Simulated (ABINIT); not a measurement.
**Quasiparticle gap of CdS (Hawleyite) in ABINIT**

How does a plane-wave GW calculation on CdS (Hawleyite) run from the first input to the gap?

Program: ABINIT 10.8.3. Level of theory: PBE and many-body steps on it, plane waves. Values are calculated unless marked as measured.

**What was measured.**

- Gap 2.42 eV: optical gap from inflexion point of photoacoustic spectrum, as-grown film; photoacoustic spectroscopy; film (as-grown chemical bath deposited film, about 0.25 um thick, deposited at 80 C) (“Study of the band--gap shift in CdS films: Influence of thermal annealing in different atmospheres”, 1995, arxiv:cond-mat/9501125).

## 1. Set-up

Symmetry: F-43m, No. 216, cubic system. Conventional cell: a = 5.833 Å, b = 5.833 Å, c = 5.833 Å, α = 90.00°, β = 90.00°, γ = 90.00°. Nearest to Cd lie 4 S at 2.53 Å. S has 4 Cd at 2.53 Å nearest. Farther neighbours, and contacts between anions beyond the nearest, are not listed.

The cell and positions come from the Crystallography Open Database and are kept as given unless a step says otherwise.

## 2. Ground state

This step: ABINIT 10.8.3; DFT, PBE, plane waves, norm-conserving pseudopotentials.

The ground-state density comes first.

The input, run.abi:

```
acell 3*1.0 Angstrom
rprim 
  -0.000000000000 2.916500000000 2.916500000000
  2.916500000000 -0.000000000000 2.916500000000
  2.916500000000 2.916500000000 -0.000000000000
ntypat 2
znucl 48 16
natom 2
typat 1 2
xred 
  0.000000000000 0.000000000000 0.000000000000
  0.250000000000 0.250000000000 0.250000000000
pp_dirpath "pseudos"
pseudos "Cd.upf, S.upf"
ecut 47
ngkpt 6 6 6
nshiftk 1
shiftk 0 0 0
kptopt 1
chksymbreak 0
nband 18
occopt 1
tolvrs 1e-10
nstep 60
prtwf 0
indata_prefix "in"
outdata_prefix "out"
tmpdata_prefix "tmp"
```

On the command line:

```
$ OMP_NUM_THREADS=1 mpirun -n 4 abinit run.abi > log
```

Log:

```text
.Version 10.8.3 of ABINIT. v10.8.2 released Aug 2026.

 Symmetries : space group F-4 3 m (#216); Bravais cF (face-center cubic)
================================================================================
 Values of the parameters that define the memory need of the present run
     intxc =       0    ionmov =       0      iscf =       7    lmnmax =       6
     lnmax =       6     mgfft =      50  mpssoang =       3    mqgrid =    3001
     natom =       2  nloc_mem =       1    nspden =       1   nspinor =       1
    nsppol =       1      nsym =      24    n1xccc =    2501    ntypat =       2
    occopt =       1   xclevel =       2
-    mband =          18        mffmem =           1         mkmem =           4
       mpw =        5188          nfft =      125000          nkpt =          16
================================================================================
  Rough estimation (10% accuracy) of disk space for files :
================================================================================

--------------------------------------------------------------------------------
------------- Echo of variables that govern the present computation ------------
--------------------------------------------------------------------------------
 -outvars: echo values of preprocessed input variables --------
            acell      1.8897261259E+00  1.8897261259E+00  1.8897261259E+00 Bohr

      chksymbreak           0
             ecut      4.70000000E+01 Hartree
-          fftalg         312

              ixc     -101130
              kpt      0.00000000E+00  0.00000000E+00  0.00000000E+00
                       1.66666667E-01  0.00000000E+00  0.00000000E+00
                       3.33333333E-01  0.00000000E+00  0.00000000E+00
                       5.00000000E-01  0.00000000E+00  0.00000000E+00
                       1.66666667E-01  1.66666667E-01  0.00000000E+00
                       3.33333333E-01  1.66666667E-01  0.00000000E+00
                       5.00000000E-01  1.66666667E-01  0.00000000E+00
                      -3.33333333E-01  1.66666667E-01  0.00000000E+00
                      -1.66666667E-01  1.66666667E-01  0.00000000E+00
   [... 5 further rows ...]
                      -3.33333333E-01  3.33333333E-01  1.66666667E-01
                      -3.33333333E-01  5.00000000E-01  1.66666667E-01
         kptrlatt        6    0    0      0    6    0      0    0    6
          kptrlen      4.67656631E+01
P           mkmem           4
            natom           2
            nband          18
            ngfft          50      50      50
             nkpt          16
            nstep          60
             nsym          24
           ntypat           2
              occ      2.000000  2.000000  2.000000  2.000000  2.000000  2.000000
                       2.000000  2.000000  2.000000  2.000000  2.000000  2.000000
                       2.000000  0.000000  0.000000  0.000000  0.000000  0.000000
            prtwf           0
            rprim     -0.0000000000E+00  2.9165000000E+00  2.9165000000E+00
[...]
spgroup         216

           tolvrs      1.00000000E-10

             xred      0.0000000000E+00  0.0000000000E+00  0.0000000000E+00
[...]
znucl       48.00000   16.00000

================================================================================

 chkinp: Checking input parameters for consistency.

================================================================================
== DATASET  1 ==================================================================
-   mpi_nproc: 4, omp_nthreads: 1 (-1 if OMP is not activated)

--- !DatasetInfo
iteration_state: {dtset: 1, }
dimensions: {natom: 2, nkpt: 16, mband: 18, nsppol: 1, nspinor: 1, nspden: 1, mpw: 5188, }
cutoff_energies: {ecut:  47.0, pawecutdg:  -1.0, }
electrons: {nelect:   2.60000000E+01, charge:   0.00000000E+00, occopt:   1.00000000E+00, tsmear:   1.00000000E-02, }

 Real(R)+Recip(G) space primitive vectors, cartesian coordinates (Bohr,Bohr^-1):
 R(1)=  0.0000000  5.5113862  5.5113862  G(1)= -0.0907213  0.0907213  0.0907213
 R(2)=  5.5113862  0.0000000  5.5113862  G(2)=  0.0907213 -0.0907213  0.0907213
 R(3)=  5.5113862  5.5113862  0.0000000  G(3)=  0.0907213  0.0907213 -0.0907213
 Unit cell volume ucvol=  3.3482088E+02 bohr^3
 Angles (23,13,12)=  6.00000000E+01  6.00000000E+01  6.00000000E+01 degrees

 getcut: wavevector=  0.0000  0.0000  0.0000  ngfft=  50  50  50
         ecut(hartree)=     47.000   => boxcut(ratio)=   2.07948

--- Pseudopotential description ------------------------------------------------
- Cd Generated using ONCVPSP code by D. R. Hamann
- 48.00000  20.00000  171031                  znucl, zion, pspdat
12 -101130 2 -1 1368                          pspcod,pspxc,lmax,lloc,mmax
     nproj     2     2     2
  pspatm : epsatm=   23.16453630
         --- l  ekb(1:nproj) -->
[...]
pspatm: atomic psp has been read  and splines computed

- S Generated using ONCVPSP code by D. R. Hamann
- 16.00000   6.00000  171031                  znucl, zion, pspdat
12 -101130 2 -1 1146                          pspcod,pspxc,lmax,lloc,mmax
     nproj     2     2     2
  pspatm : epsatm=    9.01821529
         --- l  ekb(1:nproj) -->
[...]
2   -3.547662   -0.986524
 pspatm: atomic psp has been read  and splines computed

   8.36751541E+02                                ecore*ucvol(ha*bohr**3)
--------------------------------------------------------------------------------

_setup2: Arith. and geom. avg. npw (full set) are    5151.458    5151.430

================================================================================

--- !BeginCycle
iteration_state: {dtset: 1, }
solver: {iscf: 7, nstep: 60, nline: 4, wfoptalg: 0, }
tolerances: {tolvrs: 1.00E-10, }

     iter   Etot(hartree)      deltaE(h)  residm     vres2
 ETOT  1  -184.58109602512    -1.846E+02 2.197E+00 4.390E+03
 ETOT  2  -185.65086711536    -1.070E+00 3.839E-02 6.972E+03
 ETOT  3  -186.34144421193    -6.906E-01 5.803E-03 7.723E+02
 ETOT  4  -186.39720509171    -5.576E-02 2.096E-03 2.072E+02
 ETOT  5  -186.41732805768    -2.012E-02 6.205E-04 2.343E+00
 ETOT  6  -186.41755963703    -2.316E-04 2.448E-04 2.511E-02
 ETOT  7  -186.41756130017    -1.663E-06 3.384E-05 9.705E-03
 ETOT  8  -186.41756155447    -2.543E-07 3.870E-05 7.709E-03
 ETOT  9  -186.41756237534    -8.209E-07 1.732E-05 2.003E-05
 ETOT 10  -186.41756237782    -2.479E-09 4.463E-05 2.764E-07
 ETOT 11  -186.41756237784    -1.782E-11 2.006E-05 1.060E-08
 ETOT 12  -186.41756237785    -7.731E-12 4.702E-05 7.445E-10
 ETOT 13  -186.41756237784     3.496E-12 2.139E-05 4.140E-11

 At SCF step   13       vres2   =  4.14E-11 < tolvrs=  1.00E-10 =>converged.

 Cartesian components of stress tensor (hartree/bohr^3)
  sigma(1 1)= -8.66891734E-05  sigma(3 2)=  0.00000000E+00
  sigma(2 2)= -8.66891734E-05  sigma(3 1)=  0.00000000E+00
  sigma(3 3)= -8.66891734E-05  sigma(2 1)=  0.00000000E+00

--- !ResultsGS
iteration_state: {dtset: 1, }
comment   : Summary of ground state results
lattice_vectors:
- [ -0.0000000,   5.5113862,   5.5113862, ]
- [  5.5113862,  -0.0000000,   5.5113862, ]
- [  5.5113862,   5.5113862,  -0.0000000, ]
lattice_lengths: [   7.79428,    7.79428,    7.79428, ]
lattice_angles: [ 60.000,  60.000,  60.000, ] # degrees, (23, 13, 12)
lattice_volume:   3.3482088E+02
convergence: {deltae:  3.496E-12, res2:  4.140E-11, residm:  2.139E-05, diffor: null, }
etotal    :  -1.86417562E+02
entropy   :   0.00000000E+00
fermie    :   1.60449132E-01
cartesian_stress_tensor: # hartree/bohr^3
- [ -8.66891734E-05,   0.00000000E+00,   0.00000000E+00, ]
- [  0.00000000E+00,  -8.66891734E-05,   0.00000000E+00, ]
- [  0.00000000E+00,   0.00000000E+00,  -8.66891734E-05, ]
pressure_GPa:   2.5505E+00
xred      :
- [  0.0000E+00,   0.0000E+00,   0.0000E+00, Cd]
- [  2.5000E-01,   2.5000E-01,   2.5000E-01,  S]
cartesian_forces: # hartree/bohr
- [ -2.48097092E-29,  -2.48097092E-29,   7.44291277E-29, ]
- [  2.48097092E-29,   2.48097092E-29,  -7.44291277E-29, ]
force_length_stats: {min:   8.22844967E-29, max:   8.22844967E-29, mean:   8.22844967E-29, }

 Integrated electronic density in atomic spheres:
 ------------------------------------------------
 Atom  Sphere_radius  Integrated_density
    1        2.00000         17.17000095
    2        2.00000          3.93308081
================================================================================

 ----iterations are completed or convergence reached----

 Mean square residual over all n,k,spin=   83.764E-09; max=  21.389E-06
 reduced coordinates (array xred) for    2 atoms
       0.000000      0.000000      0.000000
       0.250000      0.250000      0.250000
 rms dE/dt=  3.8084E-28; max dE/dt=  5.3853E-28; dE/dt below (all hartree)
    1      -0.000000     -0.000000      0.000000
    2       0.000000      0.000000     -0.000000

 cartesian coordinates (angstrom) at end:
    1      0.000000     0.000000     0.000000
    2      1.458250     1.458250     1.458250

 cartesian forces (hartree/bohr) at end:
    1     -0.000000    -0.000000     0.000000
    2      0.000000     0.000000    -0.000000
 frms,max,avg= 4.7506976E-29 7.4429128E-29   0.000E+00  0.000E+00  0.000E+00 h/b

 cartesian forces (eV/Angstrom) at end:
    1     -0.000000    -0.000000     0.000000
    2      0.000000     0.000000    -0.000000
 frms,max,avg= 2.4429069E-27 3.8272996E-27   0.000E+00  0.000E+00  0.000E+00 e/A
 length scales=  1.889726  1.889726  1.889726 bohr
              =  1.000000  1.000000  1.000000 angstroms
 prteigrs : about to open file out_EIG
 Fermi (or HOMO) energy (hartree) =   0.16045   Average Vxc (hartree)=  -0.34390
 Eigenvalues (hartree) for nkpt=  16  k points:
 kpt#   1, nband= 18, wtk=  0.00463, kpt=  0.0000  0.0000  0.0000 (reduced coord)
  -3.56438   -2.13350   -2.13350   -2.13350   -0.29393   -0.12336   -0.12336   -0.12336
  -0.10576   -0.10576    0.16045    0.16045    0.16045    0.20252    0.40047    0.40047
   0.40047    0.58082
 prteigrs : prtvol=0 or 1, do not print more k-points.

--- !EnergyTerms
iteration_state     : {dtset: 1, }
comment             : Components of total free energy in Hartree
kinetic             :  6.539617E+01
hartree             :  6.517524E+01
xc                  : -2.742416E+01
Ewald energy        : -9.940623E+01
psp_core            :  2.499102E+00
local_psp           : -1.984064E+02
non_local_psp       :  5.748720E+00
total_energy        : -1.864176E+02
total_energy_eV     : -5.072680E+03
band_energy         : -2.106626E+01

 Cartesian components of stress tensor (hartree/bohr^3)
  sigma(1 1)= -8.66891734E-05  sigma(3 2)=  0.00000000E+00
  sigma(2 2)= -8.66891734E-05  sigma(3 1)=  0.00000000E+00
  sigma(3 3)= -8.66891734E-05  sigma(2 1)=  0.00000000E+00

-Cartesian components of stress tensor (GPa)         [Pressure=  2.5505E+00 GPa]
- sigma(1 1)= -2.55048354E+00  sigma(3 2)=  0.00000000E+00
- sigma(2 2)= -2.55048354E+00  sigma(3 1)=  0.00000000E+00
- sigma(3 3)= -2.55048354E+00  sigma(2 1)=  0.00000000E+00

== END DATASET(S) ==============================================================
================================================================================

 -outvars: echo values of variables after computation  --------
           etotal     -1.8641756238E+02
            nband          18
             nkpt          16
          spgroup         216
 [... the other variables as echoed above ...]

 Calculation completed.
```

Wall time 21 s (4 MPI ranks of Arm Neoverse V1, shared host); peak memory 0.36 GiB.

This step gave:

```yaml
total_energy: -5072.6803 eV
gap: 1.145 eV
k_of_the_valence_top: 0, 0, 0
k_of_the_conduction_bottom: 0, 0, 0
least_direct_gap: 1.145 eV
pressure: 2.550 GPa
```

The gap is direct, at Γ.

The cutoff was set for levels, not for stress, so the pressure can be off by some GPa.

## 3. Empty states on the mesh, 4×4×4 mesh, 135 bands

The sums over transitions need many empty states on a uniform mesh; this step solves for them.

run.abi: that of step 2 with these lines changed.

```diff
@@ -15,3 +15,3 @@
 ecut 47
-ngkpt 6 6 6
+ngkpt 4 4 4
 nshiftk 1
@@ -20,7 +20,10 @@
 chksymbreak 0
-nband 18
-occopt 1
-tolvrs 1e-10
+iscf -2
+irdden 1
+istwfk *1
+nband 135
+nbdbuf 12
+tolwfr 1e-09
 nstep 60
-prtwf 0
+prtvol 0
 indata_prefix "in"
```

Log:

```text
.Version 10.8.3 of ABINIT. v10.8.2 released Aug 2026.

 Symmetries : space group F-4 3 m (#216); Bravais cF (face-center cubic)
[... echo of the input left out ...]
== DATASET  1 ==================================================================
-   mpi_nproc: 4, omp_nthreads: 1 (-1 if OMP is not activated)

--- !DatasetInfo
iteration_state: {dtset: 1, }
dimensions: {natom: 2, nkpt: 8, mband: 135, nsppol: 1, nspinor: 1, nspden: 1, mpw: 5180, }
cutoff_energies: {ecut:  47.0, pawecutdg:  -1.0, }
electrons: {nelect:   2.60000000E+01, charge:   0.00000000E+00, occopt:   1.00000000E+00, tsmear:   1.00000000E-02, }

 Real(R)+Recip(G) space primitive vectors, cartesian coordinates (Bohr,Bohr^-1):
 R(1)=  0.0000000  5.5113862  5.5113862  G(1)= -0.0907213  0.0907213  0.0907213
 R(2)=  5.5113862  0.0000000  5.5113862  G(2)=  0.0907213 -0.0907213  0.0907213
 R(3)=  5.5113862  5.5113862  0.0000000  G(3)=  0.0907213  0.0907213 -0.0907213
 Unit cell volume ucvol=  3.3482088E+02 bohr^3
 Angles (23,13,12)=  6.00000000E+01  6.00000000E+01  6.00000000E+01 degrees

 getcut: wavevector=  0.0000  0.0000  0.0000  ngfft=  50  50  50
         ecut(hartree)=     47.000   => boxcut(ratio)=   2.07948

--- Pseudopotential description ------------------------------------------------
- Cd Generated using ONCVPSP code by D. R. Hamann
- 48.00000  20.00000  171031                  znucl, zion, pspdat
12 -101130 2 -1 1368                          pspcod,pspxc,lmax,lloc,mmax
     nproj     2     2     2
  pspatm : epsatm=   23.16453630
         --- l  ekb(1:nproj) -->
             0   51.917189    3.534234
             1    8.636196    1.282240
             2    0.687672   -0.678465
 pspatm: atomic psp has been read  and splines computed

- S Generated using ONCVPSP code by D. R. Hamann
- 16.00000   6.00000  171031                  znucl, zion, pspdat
12 -101130 2 -1 1146                          pspcod,pspxc,lmax,lloc,mmax
     nproj     2     2     2
  pspatm : epsatm=    9.01821529
         --- l  ekb(1:nproj) -->
[...]
pspatm: atomic psp has been read  and splines computed

--------------------------------------------------------------------------------

================================================================================
 prteigrs : about to open file out_EIG
 Non-SCF case, kpt    1 (  0.00000  0.00000  0.00000), residuals and eigenvalues=
  4.50E-10  3.58E-10  2.00E-10  4.75E-10  1.58E-10  1.77E-10  1.20E-10  3.98E-10
  9.43E-10  9.14E-10  3.38E-10  3.75E-10  9.92E-10  8.86E-11  3.13E-10  4.75E-10
  7.39E-10  1.12E-10  4.15E-10  5.23E-10  6.36E-11  3.13E-10  5.92E-10  4.68E-10
[...]
2.87E-05  8.41E-05  3.70E-04  5.55E-04  1.03E-03  8.02E-04  2.74E-04
 -3.5644E+00 -2.1335E+00 -2.1335E+00 -2.1335E+00 -2.9393E-01 -1.2336E-01
 -1.2336E-01 -1.2336E-01 -1.0576E-01 -1.0576E-01  1.6045E-01  1.6045E-01
  1.6045E-01  2.0252E-01  4.0047E-01  4.0047E-01  4.0047E-01  5.7871E-01
[...]
3.3133E+00  3.3912E+00  3.4632E+00  3.4632E+00  3.4632E+00  3.5910E+00
  3.5910E+00  3.5910E+00  3.6716E+00  3.6718E+00  3.6727E+00  3.6991E+00
[...]
prteigrs : prtvol=0 or 1, do not print more k-points.

--- !ResultsGS
iteration_state: {dtset: 1, }
comment   : Summary of ground state results
lattice_vectors:
- [ -0.0000000,   5.5113862,   5.5113862, ]
- [  5.5113862,  -0.0000000,   5.5113862, ]
- [  5.5113862,   5.5113862,  -0.0000000, ]
lattice_lengths: [   7.79428,    7.79428,    7.79428, ]
lattice_angles: [ 60.000,  60.000,  60.000, ] # degrees, (23, 13, 12)
lattice_volume:   3.3482088E+02
convergence: {deltae:  0.000E+00, res2:  0.000E+00, residm:  9.978E-10, diffor:  0.000E+00, }
etotal    :  -1.86417562E+02
entropy   :   0.00000000E+00
fermie    :   1.60449132E-01
cartesian_stress_tensor: null
pressure_GPa: null
xred      :
- [  0.0000E+00,   0.0000E+00,   0.0000E+00, Cd]
- [  2.5000E-01,   2.5000E-01,   2.5000E-01,  S]
cartesian_forces: null
force_length_stats: {min: null, max: null, mean: null, }

 Integrated electronic density in atomic spheres:
 ------------------------------------------------
 Atom  Sphere_radius  Integrated_density
[...]
================================================================================

 ----iterations are completed or convergence reached----

 Mean square residual over all n,k,spin=   46.090E-11; max=  99.776E-11
 reduced coordinates (array xred) for    2 atoms
       0.000000      0.000000      0.000000
       0.250000      0.250000      0.250000

 cartesian coordinates (angstrom) at end:
    1      0.000000     0.000000     0.000000
    2      1.458250     1.458250     1.458250
 length scales=  1.889726  1.889726  1.889726 bohr
              =  1.000000  1.000000  1.000000 angstroms
 prteigrs : about to open file out_EIG
 Eigenvalues (hartree) for nkpt=   8  k points:
 kpt#   1, nband=135, wtk=  0.01563, kpt=  0.0000  0.0000  0.0000 (reduced coord)
[...]
3.23749    3.24040    3.24040    3.25147    3.25147    3.25147    3.31331    3.31331
   3.31331    3.39122    3.46317    3.46317    3.46317    3.59098    3.59098    3.59099
   3.67161    3.67177    3.67269    3.69907    3.70110    3.70614    3.71990
 prteigrs : prtvol=0 or 1, do not print more k-points.

== END DATASET(S) ==============================================================
================================================================================

 -outvars: echo values of variables after computation  --------
            nband         135
             nkpt           8
          spgroup         216
 [... the other variables as echoed above ...]

 Calculation completed.
```

Run time: 53 s. Hardware: 4 MPI ranks; peak memory 0.39 GiB; 3.5 min of CPU time.

This step gave:

```yaml
gap: 1.145 eV
k_of_the_valence_top: 0, 0, 0
k_of_the_conduction_bottom: 0, 0, 0
least_direct_gap: 1.145 eV
k_points_computed: 8
lowest_point_of_the_top_converged_band_above_the_valence_top: 89.8716 eV
```

On this mesh the gap is 1.145 eV.

(Continued in part 2 of 2.)

[Long decimals in the printed logs are rounded to 6 places.]

[Logs are printed without paths, hosts, clocks, repeated set-up lines and the standing remarks that a program may print on its own settings, such as how far it seeks lower states.]

[Paths, hosts, dates, memory and timing lines, banners, echoed tables and standing remarks are left out of the program output; an Ansatz launch command may be rebuilt from the run's recorded settings. Measured values are a selection of at most five: reports struck by readers or far from the other reports are left out. None is set beside runs whose start may be inverted or whose files or cutoffs have a known fault.]

[Runs of the session that timed out or met a known fault of the program may be left out.]

[Hosts, paths, dates, database ids (printed as entryN), source tags and the programs' standing remarks are cut or masked in the printed files.]

[G0W0 gaps are taken among the corrected bands and points alone; a level outside them can change the order at an edge.]

[Where Ansatz stands beside ABINIT at settings called matched, ABINIT's density can come from a denser mesh and the files from another edition; pairs whose starting gaps differed by over 0.03 eV were left out, so agreement reads better than it is.]
